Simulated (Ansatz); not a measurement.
## Lattice dynamics of RbVF3 (Pm-3m)

Aim: the vibrations of RbVF3 (Pm-3m), their spectra, and whether the structure is stable.

Calculated with Ansatz 0.2.0; DFT PBEsol, scalar-relativistic, plane waves, PAW; PAW set soft_1.

Most raw output is cut from this account.

**1. The structure**

It takes space group Pm-3m (No. 221, cubic). Conventional cell: a = 4.182 Å, b = 4.182 Å, c = 4.182 Å, α = 90.00°, β = 90.00°, γ = 90.00°. Nearest to Rb lie 12 F at 2.96 Å. Nearest to V lie 6 F at 2.09 Å. F has 2 V at 2.09 Å and 4 Rb at 2.96 Å nearest. Farther neighbours and most contacts between anions are not listed.

As a file:

```cif
data_structure
_symmetry_space_group_name_H-M 'Pm-3m'
_symmetry_Int_Tables_number 221
_cell_length_a 4.1820
_cell_length_b 4.1820
_cell_length_c 4.1820
_cell_angle_alpha 90.000
_cell_angle_beta 90.000
_cell_angle_gamma 90.000
_cell_volume 73.14
loop_
_atom_site_label
_atom_site_type_symbol
_atom_site_symmetry_multiplicity
_atom_site_Wyckoff_symbol
_atom_site_fract_x
_atom_site_fract_y
_atom_site_fract_z
_atom_site_occupancy
Rb1 Rb 1 a 0.00000 0.00000 0.00000 1
V1 V 1 b 0.50000 0.50000 0.50000 1
F1 F 3 c 0.50000 0.50000 0.00000 1
```

**2. A magnetic order at the starting cell, 5 atoms**

Phonons depend on the magnetic state, so simple orders are compared first, at the starting cell. This run starts ferromagnetic.

input.yaml

```yaml
crystal:
  lattice:
    - [4.182, 0.0, 0.0]
    - [0.0, 4.182, 0.0]
    - [0.0, 0.0, 4.182]
  atoms:
    - { symbol: Rb, position: [0.0, 0.0, 0.0] }
    - { symbol: V, position: [0.5, 0.5, 0.5], spin: 2.0 }
    - { symbol: F, position: [0.5, 0.5, 0.0] }
    - { symbol: F, position: [0.0, 0.5, 0.5] }
    - { symbol: F, position: [0.5, 0.0, 0.5] }
kpoints:
  mp_grid: { grid: [8, 8, 8] }
hamiltonian:
  xc: pbesol
  pseudopotentials: { kind: paw, azcp: { folder: soft_1 }, xc_functional: pbe }
scf:
  occupations: { method: gaussian, width: 0.05 }
  max_iter: 100
output:
  forces: true
  stress: true
  eigenvalues: true
  populations: true
magnetization:
  spin_polarized: true
```

Launch:

```console
> ansatz run input.yaml --threads 4 --pin off --max-ram 10240MiB --backend cpu --events-out ev --progress --plain --runs-dir out
```

The job ended after 4.6 s (4 threads of Arm Neoverse V1, shared host; peak memory 0.44 GiB; 14 s of CPU time).

This step gave:

```
magnetization          : 3 μB
absolute magnetization : 3.057 μB
site moments           : 0.004724, 2.218, 0.02758, 0.02758, 0.02758 μB
pressure               : -1.639 GPa
gap on the k-mesh      : 0.5703 eV
volume per atom        : 14.63 Å³
gap by spin            : 0.5703, 7.349 eV
direct gap on mesh     : 0.9217 eV
```

At this level the gap is 0.57 eV on the k-mesh of the self-consistent run, which can miss the band edges. The cell carries a net spin moment of 3.00 μB and an absolute one of 3.06 μB.

**3. A magnetic order at the starting cell, 10 atoms**

Phonons depend on the magnetic state, so simple orders are compared first, at the starting cell. This run starts antiferromagnetic, q = (0.5, 0.5, 0.5).

System of this step: RbVF3 (Pm-3m). It takes space group Pm-3m (No. 221, cubic). The conventional cell has a = 4.182 Å, b = 4.182 Å, c = 4.182 Å, α = 90.00°, β = 90.00°, γ = 90.00°. Nearest to Rb lie 12 F at 2.96 Å. Nearest to V lie 6 F at 2.09 Å. Nearest to F lie 2 V at 2.09 Å and 4 Rb at 2.96 Å. Farther neighbours and most contacts between anions are not listed.

input.yaml, the sections that differ from step 2:

```yaml
crystal:
  lattice:
    - [4.182, 4.182, 0.0]
    - [4.182, 0.0, 4.182]
    - [4.182, 0.0, -4.182]
  atoms:
    - { symbol: Rb, position: [0.0, 0.0, 0.0] }
    - { symbol: Rb, position: [0.0, 0.5, 0.5] }
    - { symbol: V, position: [0.5, 0.25, 0.75], spin: 2.0 }
    - { symbol: V, position: [0.5, 0.75, 0.25], spin: -2.0 }
    - { symbol: F, position: [0.5, 0.0, 0.0] }
    - { symbol: F, position: [0.5, 0.5, 0.5] }
    - { symbol: F, position: [0.5, 0.0, 0.5] }
    - { symbol: F, position: [0.5, 0.5, 0.0] }
    - { symbol: F, position: [0.0, 0.5, 0.0] }
    - { symbol: F, position: [0.0, 0.0, 0.5] }
# kpoints, hamiltonian, scf, output, magnetization: as in step 2
```

It took 8.9 s on 4 threads; peak memory 0.71 GiB.

At this level the gap is 1.53 eV on the k-mesh of the self-consistent run, which can miss the band edges. The cell carries a net spin moment of 0.00 μB and an absolute one of 5.89 μB, so the moments cancel.

**4. A magnetic order at the starting cell, 10 atoms (run 2)**

Phonons depend on the magnetic state, so simple orders are compared first, at the starting cell. This run starts antiferromagnetic, q = (0, 0, 0.5).

input.yaml, the sections that differ from step 3:

```yaml
crystal:
  lattice:
    - [4.182, 0.0, 0.0]
    - [0.0, 4.182, 0.0]
    - [0.0, 0.0, 8.364]
  atoms:
    - { symbol: Rb, position: [0.0, 0.0, 0.0] }
    - { symbol: Rb, position: [0.0, 0.0, 0.5] }
    - { symbol: V, position: [0.5, 0.5, 0.25], spin: 2.0 }
    - { symbol: V, position: [0.5, 0.5, 0.75], spin: -2.0 }
    - { symbol: F, position: [0.5, 0.5, 0.0] }
    - { symbol: F, position: [0.5, 0.5, 0.5] }
    - { symbol: F, position: [0.0, 0.5, 0.25] }
    - { symbol: F, position: [0.0, 0.5, 0.75] }
    - { symbol: F, position: [0.5, 0.0, 0.25] }
    - { symbol: F, position: [0.5, 0.0, 0.75] }
kpoints:
  mp_grid: { grid: [8, 8, 4] }
# hamiltonian, scf, output, magnetization: as in step 3
```

The job ended after 14 s (4 threads; peak memory 0.82 GiB; 55 s of CPU time).

The cell carries a net spin moment of 0.00 μB and an absolute one of 6.03 μB, so the moments cancel.

**5. The orders compared**

An antiferromagnetic start is carried into the relaxation if it ends more than 3 meV per atom below the ferromagnetic start.

This step gave:

- start carried on: antiferromagnetic, q = (0.5, 0.5, 0.5)

Orders, by row:

```tsv
starting order	atoms	energy from the first start (meV/atom)	largest moment (μB)	gap on mesh (eV)	net moment of the cell (μB)	order kept
ferromagnetic	5	0	2.22	0.57	3	yes
antiferromagnetic, q = (0.5, 0.5, 0.5)	10	-14.4	2.19	1.53	0	yes
antiferromagnetic, q = (0, 0, 0.5)	10	-4.8	2.21	0.6	0	yes
```

The start carried on is the antiferromagnetic, q = (0.5, 0.5, 0.5) one.

**6. Relaxation**

Harmonic phonons are second derivatives at a point where the forces vanish, and they are wanted at zero stress, so atoms and cell are relaxed first.

input.yaml

```yaml
crystal:
  lattice:
    - [4.182, 4.182, 0.0]
    - [4.182, 0.0, 4.182]
    - [4.182, 0.0, -4.182]
  atoms:
    - { symbol: Rb, position: [0.0, 0.0, 0.0] }
    - { symbol: Rb, position: [0.0, 0.5, 0.5] }
    - { symbol: V, position: [0.5, 0.25, 0.75], spin: 2.41 }
    - { symbol: V, position: [0.5, 0.75, 0.25], spin: -2.41 }
    - { symbol: F, position: [0.5, 0.0, 0.0] }
    - { symbol: F, position: [0.5, 0.5, 0.5] }
    - { symbol: F, position: [0.5, 0.0, 0.5] }
    - { symbol: F, position: [0.5, 0.5, 0.0] }
    - { symbol: F, position: [0.0, 0.5, 0.0] }
    - { symbol: F, position: [0.0, 0.0, 0.5] }
kpoints:
  mp_grid: { grid: [8, 8, 8] }
hamiltonian:
  xc: pbesol
  pseudopotentials: { kind: paw, azcp: { folder: soft_1 }, xc_functional: pbe }
scf:
  occupations: { method: gaussian, width: 0.02 }
output:
  forces: true
  stress: true
  eigenvalues: true
  populations: true
  write_density: true
  write_potential: true
  elf: true
  volumetric_format: npy
magnetization:
  spin_polarized: true
relax:
  adjacent_minimum: "off"
  f_tol: 0.005
  max_steps: 80
  cell: { stress_tol: 0.05 }
```

It took 40 s on 4 threads; peak memory 0.74 GiB.

The steps of the relaxation:

```tsv
step	energy less that of the first step (eV)	largest force component (eV/Å)	pressure (GPa)	volume (Å³)
1	0.0000	0.0000	-2.32	146.28
2	-0.0372	0.0000	-0.72	143.13
3	-0.0432	0.0000	0.04	141.76
4*	-0.0348	0.0000	-0.08	141.76
5	-0.0352	0.0000	0.00	141.61
6*	-0.0349	0.0000	0.00	141.61
```

Relaxation steps marked * repeat the geometry before them on a plane-wave basis chosen anew for their cell, so energy and pressure can jump there.

The run keeps the 48 symmetry operations that it works with, so distortions that break them were not tested.

```tsv
cell as run	before	after	change
a (Å)	5.914	5.851	-1.1 %
b (Å)	5.914	5.851	-1.1 %
c (Å)	5.914	5.851	-1.1 %
volume (Å³/atom)	14.63	14.16	-3.2 %
```

This step gave:

```yaml
absolute_magnetization: 5.855 μB
pressure: -0.001818 GPa
gap_on_the_k_mesh: 1.567 eV
volume_per_atom: 14.16 Å³
gap_by_spin: 1.567, 1.567 eV
direct_gap_on_mesh: 1.617 eV
```

Spin density in the bc plane at fractional x = 0.500, with atoms of V and F within 0.2 Å of it.

Ten even steps from '_' (-2.6 e/Å³) to '@' (2.6 e/Å³), each cell a mean:
```
====++++++++++====++++======++++
==++++++++++++++====++====++++==
++++++**##++++++++====++++++==++
++++**%%@@##++++++++++==++==++++
++++++##%%**++++++++==++++==++++
++++++++**++++++====++++==++====
==++++++++++++====++++====++++==
====++++++++====++++++======++++
++====++++++==++++++==========++
++++==++++==++++++==============
==++++====++++========--::======
======++++++========--..__::====
====++++==++==========::..--====
++++++==++==++++========--======
++++==++++====++++============++
++====++++++====++++========++++
```
Columns run along b (5.9 Å), rows up along c (5.9 Å). Atoms in or near the plane, at fractional coordinates: V at (0.25, 0.75), V at (0.75, 0.25), F at (0.00, 0.00), F at (0.50, 0.50), F at (0.00, 0.50), F at (0.50, 0.00).

Valence density in the bc plane at fractional x = 0.500, with atoms of V and F within 0.2 Å of it. It is the smooth field of the valence electrons, not physical close to the nuclei.

Values in e/Å³, 16 rows by 16 columns, each cell a mean:
```
 8  3  1  0  0  0  1  6  8  3  1  0  0  0  1  6
 2  1  0  1  1  1  1  1  2  1  0  0  0  0  0  1
 0  0  1  5  7  3  1  0  0  0  0  0  0  0  0  0
 0  0  3 11 14  7  1  0  0  0  0  0  0  0  0  0
 0  0  2  8 11  5  1  0  0  0  0  0  0  0  0  0
 1  1  1  2  3  1  0  1  1  0  0  0  0  0  0  1
 4  2  1  0  0  0  1  3  5  2  0  0  0  0  1  3
12  4  1  0  0  0  2  8 12  5  1  0  0  0  2  8
 8  3  1  0  0  0  1  6  8  3  1  0  0  0  1  6
 2  1  0  0  0  0  0  1  2  1  0  1  1  1  1  1
 0  0  0  0  0  0  0  0  0  0  1  5  7  3  1  0
 0  0  0  0  0  0  0  0  0  0  3 11 14  7  1  0
 0  0  0  0  0  0  0  0  0  0  2  8 11  5  1  0
 1  0  0  0  0  0  0  1  1  1  1  2  3  1  0  1
 5  2  0  0  0  0  1  3  4  2  1  0  0  0  1  3
12  5  1  0  0  0  2  8 12  4  1  0  0  0  2  8
```
Columns run along b (5.9 Å), rows up along c (5.9 Å). Atoms in or near the plane, at fractional coordinates: V at (0.25, 0.75), V at (0.75, 0.25), F at (0.00, 0.00), F at (0.50, 0.50), F at (0.00, 0.50), F at (0.50, 0.00).

Electrostatic potential energy in the bc plane at fractional x = 0.500, with atoms of V and F within 0.2 Å of it. With pseudopotentials it is smooth inside the atoms' cores, unlike the true potential.

Ten even steps from '_' (-37 eV) to '@' (11 eV), each cell a mean:
```
__--%%%%%%@@**..__--@@@@@@@@##..
++####++==**%%****%%@@@@@@@@@@##
@@%%--....::**@@@@@@@@@@@@@@@@@@
@@##::......==%%@@@@@@@@@@@@@@@@
@@##::......++%%@@@@@@@@@@@@@@@@
%%%%++::::--##%%%%@@@@@@@@@@@@@@
::++%%####%%##--::**@@@@@@@@%%--
__::%%@@@@@@++____::%%@@@@@@**__
__--@@@@@@@@##..__--%%%%%%@@**..
**%%@@@@@@@@@@##++####++==**%%**
@@@@@@@@@@@@@@@@@@%%--....::**@@
@@@@@@@@@@@@@@@@@@##::......==%%
@@@@@@@@@@@@@@@@@@##::......++%%
%%@@@@@@@@@@@@@@%%%%++::::--##%%
::**@@@@@@@@%%--::++%%####%%##--
__::%%@@@@@@**____::%%@@@@@@++__
```
Columns run along b (5.9 Å; values clipped at the 3rd and 97th percentile), rows up along c (5.9 Å). Atoms in or near the plane, at fractional coordinates: V at (0.25, 0.75), V at (0.75, 0.25), F at (0.00, 0.00), F at (0.50, 0.50), F at (0.00, 0.50), F at (0.50, 0.00).

In this step the volume went from 14.63 to 14.16 Å³/atom.

**7. Tight relaxation**

Phonons need a cell at rest on their own settings, so the relaxation is repeated with tight tolerances on forces and stress on the k mesh and occupations of the first response run.

input.yaml, the sections that differ from step 6:

```yaml
crystal:
  lattice:
    - [4.1369839255, 4.1369839255, 0.0]
    - [4.1369839255, 0.0, 4.1369839255]
    - [4.1369839255, 0.0, -4.1369839255]
  atoms:
    - { symbol: Rb, position: [0.0, 0.0, 0.0] }
    - { symbol: Rb, position: [0.0, 0.5, 0.5] }
    - { symbol: V, position: [0.5, 0.25, 0.75], spin: 2.37 }
    - { symbol: V, position: [0.5, 0.75, 0.25], spin: -2.37 }
    - { symbol: F, position: [0.5, 0.0, 0.0] }
    - { symbol: F, position: [0.5, 0.5, 0.5] }
    - { symbol: F, position: [0.5, 0.0, 0.5] }
    - { symbol: F, position: [0.5, 0.5, 0.0] }
    - { symbol: F, position: [0.0, 0.5, 0.0] }
    - { symbol: F, position: [0.0, 0.0, 0.5] }
output:
  forces: true
  stress: true
  eigenvalues: true
  populations: true
relax:
  adjacent_minimum: "off"
  f_tol: 0.001
  max_steps: 60
  cell: { stress_tol: 0.01 }
# kpoints, hamiltonian, scf, magnetization: as in step 6
```

Run time: 15 s. Hardware: 4 threads; peak memory 0.72 GiB; 57 s of CPU time.

Little changed from the start: no atom moved by 0.005 Å and no cell edge by 0.1 %.

Numbers from this step:

* pressure: -0.001821 GPa

The forces vanish by symmetry and the pressure is -0.002 GPa, within the tolerances set. The cell now holds 14.16 Å³/atom.

**8. Modes at Γ**

The zone centre is the only wavevector solved here; it holds the modes that light can see, as far as symmetry allows. The response to a homogeneous field gives the Born charges and the dielectric tensor, and its change with displacement the Raman tensors.

Edit input.yaml of step 7 so:

```diff
@@ -24,4 +24,2 @@
 output:
-  forces: true
-  stress: true
   eigenvalues: true
@@ -30,6 +28,6 @@
   spin_polarized: true
-relax:
-  adjacent_minimum: "off"
-  f_tol: 0.001
-  max_steps: 60
-  cell: { stress_tol: 0.01 }
+phonons:
+  method: dfpt
+  dielectric: true
+  rigid_motions: translations
+  raman: true
```

The job ended after 29 min (4 threads; peak memory 8.9 GiB).

The run ended with an error after its SCF cycle had converged; no result of it is taken.

The program's message: “the Raman tensors are formed inside the basis in which the response to a homogeneous field is solved, and the run solved that on kpoints.mp_grid: the run's memory limit does not hold the making of the …”

**9. Zone-centre response**

The zone centre is the only wavevector solved here; it holds the modes that light can see, as far as symmetry allows. The response to a homogeneous field gives the Born charges and the dielectric tensor.

Edit input.yaml of step 8 so:

```diff
@@ -32,2 +32 @@
   rigid_motions: translations
-  raman: true
```

Wall time 29 min (4 threads); peak memory 9 GiB.

This step gave:

- sum-rule residual before enforcement: 4.76e-5 eV/Å²
- miss of the charge sum rule: 8.94e-5 e
- highest optical mode at the zone centre (no LO-TO term): 499.1 cm⁻¹
- lowest optical zone-centre mode: 93.55 cm⁻¹
- mean high-frequency dielectric constant: 3.016
- largest Born charge (third of the trace): 2.200 e
- mean static dielectric constant: 6.518
- top of the zone-centre spectrum with the field: 514.4 cm⁻¹

Before it was imposed, the acoustic sum rule was missed by 4.8e-5 eV/Å² and the charge sum rule by 8.9e-5 e. Small misses are needed for a sound result but don't prove that mesh and cutoff are converged. The lowest optical mode is real, 93.5 cm⁻¹.

**10. What came out**

```json
{
 "space group after relaxation (within 0.01 Å)": "Pm-3m",
 "volume per atom": "14.2 Å³",
 "gap on the k-mesh": "1.57 eV",
 "highest optical mode at the zone centre (no LO-TO term)": "499 cm⁻¹",
 "top of the zone-centre spectrum with the field": "514 cm⁻¹",
 "lowest optical zone-centre mode": "93.5 cm⁻¹",
 "mean high-frequency dielectric constant": "3.02",
 "mean static dielectric constant": "6.52",
 "largest Born charge (third of the trace)": "2.20 e",
 "imaginary modes at Γ (the only wavevector solved)": "none",
 "net magnetic moment of the cell as run": "0 μB"
}
```

In words: No mode at the zone centre of the cell as run is imaginary. Without the field, the optical modes at Γ span 94 to 499 cm⁻¹. No dispersion was computed. With the macroscopic field of the longitudinal modes the top of the zone-centre spectrum lies at 514 cm⁻¹, against 499 cm⁻¹ without it. Lattice motion raises the mean dielectric constant from 3.016 to 6.518. The strongest infrared line is at 431 cm⁻¹. The magnetic order is imposed (antiferromagnetic, q = (0.5, 0.5, 0.5), in the reciprocal basis of the primitive cell) and the runs use its cell of 10 atoms, a multiple of the chemical cell, so that Γ here also holds zone-boundary modes of the chemical cell; it can lower the symmetry of the database entry. The magnetic state is the one that the run reached from its starting moments; a lower one was not ruled out. In at least one run the field response is not settled by the k meshes in reach, so its dielectric tensor, Born charges and longitudinal modes are rough. The PAW files were made for PBE and serve the other functionals too. These are harmonic frequencies at zero temperature: anharmonic shifts, linewidths and thermal expansion are left out.

[Logs are printed without paths, hosts, clocks, repeated set-up lines and the standing remarks that a program may print on its own settings, such as how far it seeks lower states.]

[Hosts, paths, dates, database ids (printed as entryN), source tags and the programs' standing remarks are cut or masked in the printed files.]
